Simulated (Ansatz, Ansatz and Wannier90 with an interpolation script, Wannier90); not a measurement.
## From a coarse GW mesh to bands everywhere: BaSrMgWO6 (F-43m)

Wanted: quasiparticle gap and band widths of BaSrMgWO6 (F-43m) over the whole zone.

Calculated with Ansatz 0.2.0; LDA, Wannier functions and G0W0, plane waves, PAW.

**1. Starting point**

The structure is cubic, space group F-43m (No. 216). The conventional cell has a = 8.136 Å, b = 8.136 Å, c = 8.136 Å, α = 90.00°, β = 90.00°, γ = 90.00°. Nearest to Ba lie 12 O at 2.88 Å. Sr has 12 O at 2.88 Å nearest. Nearest to Mg lie 6 O at 2.11 Å. Nearest to W lie 6 O at 1.96 Å. Nearest to O lie 1 W at 1.96 Å and 1 Mg at 2.11 Å and 2 Sr at 2.88 Å and 2 Ba at 2.88 Å. Farther neighbours and most contacts between anions are not listed.

The cell and positions are those that the Materials Project relaxed with its own functionals (PBE, PBE+U or r2SCAN), kept fixed. At the settings of the band run the largest force is still 0.92 eV/Å. Spin-orbit coupling is left out unless a step names it. The default PAW set here is soft_2. Its files were made with PBE.

**2. LDA bands**

Levels along a band path, at the cheap level, show where the edges lie and whether the meshes to come will hold them.

This step: DFT, LDA, plane waves, PAW.

Contents of input.yaml:

```yaml
crystal:
  lattice:
    - [0.0, 4.068012, 4.068012]
    - [4.068012, 0.0, 4.068012]
    - [4.068012, 4.068012, 0.0]
  atoms:
    - { symbol: Ba, position: [0.25, 0.25, 0.25] }
    - { symbol: Sr, position: [0.75, 0.75, 0.75] }
    - { symbol: Mg, position: [0.5, 0.5, 0.5] }
    - { symbol: W, position: [0.0, 0.0, 0.0] }
    - { symbol: O, position: [0.240848, 0.759152, 0.240848] }
    - { symbol: O, position: [0.240848, 0.240848, 0.759152] }
    - { symbol: O, position: [0.759152, 0.240848, 0.240848] }
    - { symbol: O, position: [0.759152, 0.240848, 0.759152] }
    - { symbol: O, position: [0.759152, 0.759152, 0.240848] }
    - { symbol: O, position: [0.240848, 0.759152, 0.759152] }
kpoints:
  mp_grid: { grid: [4, 4, 4] }
  band_path:
    path:
      - [[0.0, 0.0, 0.0], [-0.5, -0.5, 0.0], [-0.375, -0.375, 0.25]]
      - [[-0.375, 0.0, 0.375], [0.0, 0.0, 0.0], [0.0, 0.0, 0.5], [-0.5, -0.25, 0.25], [-0.5, -0.5, 0.0]]
    npoints: 10
hamiltonian:
  xc: lda
scf:
  occupations: { method: fermi_dirac, width: 0.02 }
  n_extra_bands: 71
output:
  eigenvalues: true
  forces: true
  stress: true
  fatbands: true
  write_density: true
  write_potential: true
  elf: true
  volumetric_format: npy
```

Started as:

```
$ ansatz run input.yaml --threads 4 --pin off --max-ram 18432MiB --backend cpu --events-out ev --progress --plain --runs-dir out
```

Numbers of over 12 decimals in the logs are rounded to 6 here.

The program printed:

```text
scf.n_extra_bands = 71 over 40 filled bands (N_el = 80.0): the run solves 111 bands
Engine: ansatz 0.2.0, aarch64-unknown-linux-gnu
Pseudopotentials: kind: paw
Pseudopotential: Ba, paw, valence charge 10, recommended cutoff 420 eV (normal), Ba.paw.azcp
Pseudopotential: Sr, paw, valence charge 10, recommended cutoff 420 eV (normal), Sr.paw.azcp
Pseudopotential: Mg, paw, valence charge 10, recommended cutoff 420 eV (normal), Mg.paw.azcp
Pseudopotential: W, paw, valence charge 14, recommended cutoff 420 eV (normal), W.paw.azcp
Pseudopotential: O, paw, valence charge 6, recommended cutoff 420 eV (normal), O.paw.azcp
Functional definition: SPW92
  exchange = slater_x
  correlation = pw_c
Crystal: 10 atoms, lattice volume = 134.641 Å³
Basis set: ecut = 420 eV, 2685 PW (Γ)
Bands: 111, of which v1, the nominal top of the filled ones, is band 40 counted from 1 (39 counted from 0)
Symmetry: 24 space group operations
Space group: F-43m (ITA 216), of the structure as read, at distance tolerance 5.1e-5 Å
k-points: 8 of 64 (time reversal used)
Non-local potential: Ba, projectors of the file, l = 0: 3, l = 1: 2, l = 2: 2, l = 3: 2
Non-local potential: Sr, projectors of the file, l = 0: 3, l = 1: 2, l = 2: 2
Non-local potential: Mg, projectors of the file, l = 0: 3, l = 1: 2, l = 2: 1
Non-local potential: W, projectors of the file, l = 0: 3, l = 1: 2, l = 2: 2, l = 3: 1
Non-local potential: O, projectors of the file, l = 0: 2, l = 1: 2, l = 2: 1
PAW form: soft (Blöchl's): semilocal exchange-correlation on the pseudo side does not see the compensation charge
PAW frozen core: Ba, regenerated for the run's functional, and the local potential with it (the file was generated under x = pbe(κ = 0.804, μ = 0.219515), c = pbe(β = 0.066725))
PAW frozen core: Sr, regenerated for the run's functional, and the local potential with it (the file was generated under x = pbe(κ = 0.804, μ = 0.219515), c = pbe(β = 0.066725))
PAW frozen core: Mg, regenerated for the run's functional, and the local potential with it (the file was generated under x = pbe(κ = 0.804, μ = 0.219515), c = pbe(β = 0.066725))
PAW frozen core: W, regenerated for the run's functional, and the local potential with it (the file was generated under x = pbe(κ = 0.804, μ = 0.219515), c = pbe(β = 0.066725))
PAW frozen core: O, regenerated for the run's functional, and the local potential with it (the file was generated under x = pbe(κ = 0.804, μ = 0.219515), c = pbe(β = 0.066725))
PAW one-centre angular grid: Ba, 194 points (default); XC on 64 Gauss nodes
PAW one-centre angular grid: Sr, 110 points (default); XC on 64 Gauss nodes
PAW one-centre angular grid: Mg, 110 points (default); XC on 64 Gauss nodes
PAW one-centre angular grid: W, 590 points (default); XC on 64 Gauss nodes
PAW one-centre angular grid: O, 110 points (default); XC on 64 Gauss nodes
Initial density: superposition of atomic densities (neutral atoms: chi_scale 0, normalization atom), corrected by the library's trained network
Initial wavefunctions: pseudopotential atomic-orbital guess
Functional: x = slater, c = lda
SCF iter   1: F=—  HF=-24600.234131 eV  |F-HF|=—  |Δ(HF+E_count)|=         —  Δρ=1.79e-2  dr2=4.16e-1  ethr=1.77e-3  ⟨swp⟩=6.4  Hψ=4817  notcnv=0  defer=372
preconditioner: auto → Resta (q_TF=auto, 2.502 Å⁻¹)  ε∞=2.0  [insulator: Δε(μ)=2.377 eV  Ē_g=24.681 eV  σ=0.020 eV  W_gap=1.00  n_scr=26 (ndim 8)  ℏωp=25.2 eV  f_vac=0.001  D(μ)=0.00/eV (n_scr^D=0)  ε∞_Penn≈2.0]
SCF iter   2: F=—  HF=-24600.156461 eV  |F-HF|=—  |Δ(HF+E_count)|=   7.77e-2  Δρ=8.49e-3  dr2=1.07e-1  ethr=5.20e-4  ⟨swp⟩=1.6  Hψ=1040  notcnv=0  defer=481
SCF iter   3: F=—  HF=-24600.131790 eV  |F-HF|=—  |Δ(HF+E_count)|=   2.47e-2  Δρ=1.01e-3  dr2=6.49e-4  ethr=1.34e-4  ⟨swp⟩=2.0  Hψ=586  notcnv=0  defer=503
SCF iter   4: F=—  HF=-24600.131594 eV  |F-HF|=—  |Δ(HF+E_count)|=   1.96e-4  Δρ=2.36e-4  dr2=7.21e-5  ethr=8.12e-7  ⟨swp⟩=2.0  Hψ=667  notcnv=0  defer=507
SCF iter   5: F=—  HF=-24600.131575 eV  |F-HF|=—  |Δ(HF+E_count)|=   1.83e-5  Δρ=2.87e-5  dr2=7.08e-7  ethr=9.01e-8  ⟨swp⟩=2.0  Hψ=821  notcnv=0  defer=507
SCF iter   6: F=-24600.131575 eV  HF=-24600.131575 eV  |F-HF|=8.07e-9  |Δ(HF+E_count)|=   1.16e-7  Δρ=5.68e-6  dr2=3.22e-8  ethr=1.25e-10  ⟨swp⟩=21.2  Hψ=9255  notcnv=0
SCF 1 converged in 6 iterations: F = -24600.131575 eV  dr2 = 3.22e-8
[...]
NSCF: frozen V_eff on 62 k-points
SCF converged after 6 iterations
Free energy (F): -24600.131575 eV
Harris-Foulkes:  -24600.131575 eV  (|F-HF|=8.07e-9)
Internal energy: -24600.131575 eV  (E = F + TS)
E sigma→0 (E₀):  -24600.131575 eV
Fermi energy:    10.036156 eV
--- Per-component energies (eV) ---
  E_band       = -602.048440
  E_kinetic    = 1978.947330
  E_local      = -5403.014304  (includes V_loc(G=0)·N_el)
  E_nonlocal   = 662.249772
  E_hartree    = 1876.005840
  E_xc         = -1068.406752
  E_vxc        = -1134.828118  (∫ρ·V_xc dr)
  E_paw        = -17115.130893  (= ΣΔE_a)
  E_vpaw       = -457.425212  (= ΣTr[D̂ρ^β])
  E_aug_tail   = 0.014732  (compensation charges beyond the density's cutoff)
  E_ewald      = -5532.389112
  E_core_change = 1.591812  (= ΣΔE_core)
  E_smearing   = -0.000000  (= −TS)
  E_closure    = 0.000000  (closes the sum)
  Σ components = -24600.131575   (vs F -24600.131575, Δ=0.00e0)
--- Forces (eV/Å), atoms counted from 1 ---
  atom   1  Ba    -0.00000000     0.00000000    -0.00000000
  atom   2  Sr     0.00000000    -0.00000000     0.00000000
  atom   3  Mg     0.00000000    -0.00000000    -0.00000000
  atom   4  W      0.00000000    -0.00000000     0.00000000
  atom   5  O      0.00000000    -0.92170124    -0.00000000
  atom   6  O      0.00000000    -0.00000000    -0.92170124
  atom   7  O     -0.92170124    -0.00000000     0.00000000
  atom   8  O     -0.00000000     0.92170124     0.00000000
  atom   9  O      0.00000000     0.00000000     0.92170124
  atom  10  O      0.92170124     0.00000000    -0.00000000
  max |Σ_I F_I| component: 1.48e-16 eV/Å
--- Stress (GPa, compression-positive) ---
      -13.376884      -0.000000      -0.000000
       -0.000000     -13.376884       0.000000
       -0.000000       0.000000     -13.376884
  P = ⅓ Tr σ = -13.3769 GPa (-133.769 kbar)
--- Band table (eV; the first three rows and the last of 8) ---
  k-point 0: bands = [... 36 lower, 8.3100, 8.7105, 8.7105, 8.7105, 11.5551, 11.5551, 11.5551, 13.7135, ... 67 higher]
  k-point 1: bands = [... 36 lower, 8.1826, 8.4224, 8.4224, 8.5549, 11.6976, 11.7896, 11.7896, 14.4208, ... 67 higher]
  k-point 2: bands = [... 36 lower, 8.0105, 8.1499, 8.1499, 8.3077, 11.8202, 11.9447, 11.9447, 15.5799, ... 67 higher]
  k-point 7: bands = [... 36 lower, 7.5018, 7.6770, 8.2165, 8.3030, 11.8969, 11.9217, 12.4688, 15.3690, ... 67 higher]
```

The job ended after 32 s (4 threads of Arm Neoverse V2, shared host; peak memory 1.1 GiB).

This step gave:

```yaml
pressure: -13.38 GPa
filled_bands: 40
gap: 2.644 eV
valence_top_at: Γ
conduction_bottom_at: X
least_direct_gap: 2.706 eV
```

The gap is indirect, with the least direct gap 0.06 eV higher. The pressure of -13 GPa says that this functional would shrink the cell; it is kept.

Electrostatic potential energy in the ac plane of the conventional cell at fractional y = 0.000, with atoms of Mg and W and O within 0.2 Å of it. With pseudopotentials it is smooth inside the atoms' cores, unlike the true potential.

Ten even steps from '_' (-56 eV) to '@' (14 eV), each cell a mean:
```
__..++##++::--##@@##--____**%%%%++::--####::__
::--##@@%%**##@@@@%%##++**%%@@@@%%**##@@%%++::
**##%%@@@@@@@@@@@@@@@@%%%%@@@@@@@@@@@@@@@@%%##
**%%@@@@@@@@@@@@@@@@@@%%%%@@@@@@@@@@@@@@@@@@##
::++@@@@@@@@@@@@@@@@**==++%%@@@@@@@@@@@@@@##--
..==@@@@@@@@@@@@@@@@==..::##@@@@@@@@@@@@@@**::
==**@@@@@@@@@@@@@@@@++::--##@@@@@@@@@@@@@@%%++
%%@@@@@@@@@@@@@@@@@@%%**##@@@@@@@@@@@@@@@@@@%%
%%@@@@@@@@@@@@@@@@%%##**##%%@@@@@@@@@@@@@@@@%%
++##%%@@@@####%%@@##==::::++%%@@####%%@@@@%%**
__--%%@@##--::++%%++..____::####--::++%%%%**__
__::##@@**::..==##==______::****::..==%%%%++__
::++%%@@%%++==**%%++::__..==##%%++==**@@@@##--
##%%@@@@@@@@@@@@@@%%++==++##%%@@@@@@@@@@@@%%##
@@@@@@@@@@@@@@@@@@@@%%##%%@@@@@@@@@@@@@@@@@@@@
**%%@@@@@@@@@@@@@@@@**==++%%@@@@@@@@@@@@@@@@##
::++@@@@@@@@@@@@@@@@==..::##@@@@@@@@@@@@@@##--
..==@@@@@@@@@@@@@@@@++::--##@@@@@@@@@@@@@@**::
==**@@@@@@@@@@@@@@@@%%**##@@@@@@@@@@@@@@@@%%++
##%%@@@@@@@@@@@@@@@@@@@@@@@@@@@@@@@@@@@@@@@@##
==**%%@@@@@@@@@@@@@@%%##%%%%@@@@@@@@@@@@%%##++
__::**%%**==++%%@@%%++::--##@@@@**==++%%##--..
____==##==..::**@@##::____++%%%%==..::****::__
```
Columns run along a (8.1 Å; values clipped at the 3rd and 97th percentile), rows up along c (8.1 Å), edges of the conventional cell, whose origin can differ from the input's. Atoms in or near the plane, at fractional coordinates: Mg at (0.50, 0.00), Mg at (0.00, 0.50), W at (0.00, 0.00), W at (0.50, 0.50), O at (0.00, 0.24), O at (0.50, 0.74), O at (0.24, 0.00), O at (0.74, 0.50), O at (0.50, 0.26), O at (0.00, 0.76), O at (0.76, 0.00), O at (0.26, 0.50).

ELF in the ac plane of the conventional cell at fractional y = 0.000, with atoms of Mg and W and O within 0.2 Å of it. It is the smooth field of the valence electrons, not physical close to the nuclei.

Ten even steps from '0' (0.01) to '9' (0.82), each cell a mean:
```
48459789514342289788476
76248998401320169997247
43224664112221125763124
87511210148986201211378
79830000389999510001698
59840000499579720002797
99830000389789610001599
98410111158887311210268
22114664223442136752112
21048998426774279996102
33169879548567488798224
34169758657257487599233
43059999537786389998214
10026887313542258984101
65212442135654213431145
99620000279898410000489
79840000489579610001698
59840000489789610002697
89720000269998400001489
65312442125664113431245
53137886200110148885224
77359999503431289997368
27568579614332299578474
```
Columns run along a (8.1 Å), rows up along c (8.1 Å), edges of the conventional cell, whose origin can differ from the input's. Atoms in or near the plane, at fractional coordinates: Mg at (0.50, 0.00), Mg at (0.00, 0.50), W at (0.00, 0.00), W at (0.50, 0.50), O at (0.00, 0.24), O at (0.50, 0.74), O at (0.24, 0.00), O at (0.74, 0.50), O at (0.50, 0.26), O at (0.00, 0.76), O at (0.76, 0.00), O at (0.26, 0.50).

**3. Overlaps and projections on 8×8×8**

This step: overlaps and projections of LDA states for Wannier90, plane waves, PAW.

input.yaml, the sections that differ from step 2:

```yaml
kpoints:
  mp_grid: { grid: [4, 4, 4] }
scf:
  occupations: { method: fixed }
  n_extra_bands: 71
output:
  wannier:
    kmesh: [8, 8, 8]
    projections: [{ species: O, l: p, shell: 2 }, { species: W, l: d, shell: 5 }]
    minimise: false
    seedname: w
    disentanglement: { window: [3.24, 17.86], frozen_window: [3.24, 13.65] }
# crystal, hamiltonian: as in step 2
```

The program printed:

```text
[...]
Crystal: 10 atoms, lattice volume = 134.641 Å³
Basis set: ecut = 420 eV, 2685 PW (Γ)
Bands: 111, of which v1, the nominal top of the filled ones, is band 40 counted from 1 (39 counted from 0)
Symmetry: 24 space group operations
[...]
k-points: 8 of 64 (time reversal used)
[...]
--- Band table (eV; the first three rows and the last of 8) ---
  k-point 0: bands = [... 36 lower, 8.3100, 8.7105, 8.7105, 8.7105, 11.5551, 11.5551, 11.5551, 13.7135, ... 67 higher]
  k-point 1: bands = [... 36 lower, 8.1826, 8.4225, 8.4225, 8.5549, 11.6976, 11.7896, 11.7896, 14.4207, ... 67 higher]
  k-point 2: bands = [... 36 lower, 8.0105, 8.1500, 8.1500, 8.3077, 11.8201, 11.9447, 11.9447, 15.5799, ... 67 higher]
  k-point 7: bands = [... 36 lower, 7.5018, 7.6770, 8.2165, 8.3030, 11.8969, 11.9216, 12.4688, 15.3690, ... 67 higher]
[key lines of the parts left out:]
SCF converged after 7 iterations
Free energy (F): -24600.131575 eV
Fermi energy:    8.710497 eV
```

Run time: 31 s. Hardware: 4 threads; peak memory 3.3 GiB; 1.7 min of CPU time.

[end of part 1 of 3]

[Paths, hosts, dates, memory and timing lines, banners, echoed tables and standing remarks are left out of the program output.]

[Logs are printed without paths, hosts, clocks, repeated set-up lines and the standing remarks that a program may print on its own settings, such as how far it seeks lower states.]

[Runs of the session that timed out or met a known fault of the program may be left out.]

[Hosts, paths, dates, database ids (printed as entryN), source tags and the programs' standing remarks are cut or masked in the printed files.]
